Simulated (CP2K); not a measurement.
Benzoic acid has these distinct O atoms: O1 (bonded to C and H) and O3 (bonded to C).

```xyz
15

O     2.7549   -0.8843    0.0104
C     2.0736    0.3114   -0.0296
O     2.6621    1.3841   -0.0769
C     0.5994    0.1318   -0.0072
C     0.0100   -1.1427    0.0295
C    -1.3794   -1.2653    0.0416
C    -2.1849   -0.1218    0.0205
C    -1.5997    1.1491   -0.0127
C    -0.2116    1.2774   -0.0264
H     3.7003   -0.6299   -0.0136
H     0.6429   -2.0273    0.0461
H    -1.8355   -2.2547    0.0696
H    -3.2705   -0.2218    0.0293
H    -2.2287    2.0388   -0.0265
H     0.2671    2.2552   -0.0541
```

Their partial O K spectra (CP2K XAS_TDP, all-electron GAPW, PBEh(45%), aug-cc-pVDZ, TDA, GW2X-corrected core level, no relativity) are given in random order, each times the number of alike atoms.

Gaussian full width 0.5 eV, oscillator strength per eV, alike atoms added, rows of zeros left out:

| E (eV) | curve 1 | curve 2 |
| --- | --- | --- |
| 531.25 | 0.000 | 0.002 |
| 531.50 | 0.000 | 0.024 |
| 531.75 | 0.000 | 0.063 |
| 532.00 | 0.000 | 0.041 |
| 532.25 | 0.000 | 0.007 |
| 535.00 | 0.004 | 0.000 |
| 535.25 | 0.017 | 0.000 |
| 535.50 | 0.020 | 0.001 |
| 535.75 | 0.006 | 0.004 |
| 536.00 | 0.001 | 0.004 |
| 536.25 | 0.008 | 0.002 |
| 536.50 | 0.031 | 0.008 |
| 536.75 | 0.031 | 0.012 |
| 537.00 | 0.008 | 0.005 |
| 537.25 | 0.000 | 0.003 |
| 537.50 | 0.000 | 0.003 |
| 537.75 | 0.001 | 0.002 |
| 538.00 | 0.004 | 0.002 |
| 538.25 | 0.012 | 0.003 |
| 538.50 | 0.016 | 0.006 |
| 538.75 | 0.015 | 0.008 |
| 539.00 | 0.020 | 0.012 |
| 539.25 | 0.017 | 0.008 |
| 539.50 | 0.011 | 0.005 |
| 539.75 | 0.023 | 0.008 |
| 540.00 | 0.039 | 0.013 |
| 540.25 | 0.026 | 0.012 |
| 540.50 | 0.013 | 0.011 |
| 540.75 | 0.011 | 0.012 |
| 541.00 | 0.016 | 0.010 |

**Question.** Which curve belongs to which atom?

Curve 1: O1 (bonded to C and H), leading line at 535.40 eV (f = 0.012 an atom), ionisation energy 539.71 eV, term value 4.31 eV. Curve 2: O3 (bonded to C), leading line at 531.80 eV (f = 0.035 an atom), ionisation energy 537.67 eV, term value 5.87 eV. The leading line of an atom is its first one with 35 % of the strongest within 2.5 eV of its lowest line over the strength cut. A line lies at the core ionisation energy, which rises as an atom loses charge to its neighbours or to a π system, less the term value, which is large for a low π* or σ* orbital with weight on that atom.

[Banner, clock and machine lines of the logs are left out without a mark of their own.]

[Logs are printed without paths, hosts, clocks, repeated set-up lines and the standing remarks that a program may print on its own settings, such as how far it seeks lower states.]

[Hosts, paths, dates, database ids (printed as entryN), source tags and the programs' standing remarks are cut or masked in the printed files.]
